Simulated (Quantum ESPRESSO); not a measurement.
# Voltage at the next charge: Ba(110), 5 layers against an electrode

How the rows were computed: Quantum ESPRESSO 7.5, PBE, GBRV ultrasoft; ESM with bc3, a metal electrode 5.04 Å above the top atoms; cell area 17.819 Å²; ions fixed. V is the potential energy of an electron at the electrode over the slab's Fermi level, divided by e, so that it equals the work function at zero charge; positive charge removes electrons.

```
charge (e a cell)  V (V)
                0  2.389
           0.0267  3.030
           0.0535  3.725
```

**Question.** What is V at a charge of 0.1069 e, and what capacitance do the rows imply?

**Fit.** The last two rows give dV/dq = (3.725 − 3.030)/(0.0535 − 0.0267) = 25.9 V/e, so C = 1602/(17.819 × 25.9) = 3.47 µF/cm², an effective gap of 8.854/3.47 = 2.55 Å. At constant C, V = 3.725 + 25.9 × 0.0534 = 5.11 V.

**The withheld run.** V = 5.247 V; the estimate misses by −0.14 V, 9.0 % of the step. Over the three intervals C goes 3.74, 3.47 and 3.15 µF/cm²: it falls as electrons leave, the surface charge drawing back towards the atoms.

**Limits.** Vacuum fills the gap; a dielectric or electrolyte would change C. The slab is thin.

[Logs are printed without paths, hosts, clocks, repeated set-up lines and the standing remarks that a program may print on its own settings, such as how far it seeks lower states.]
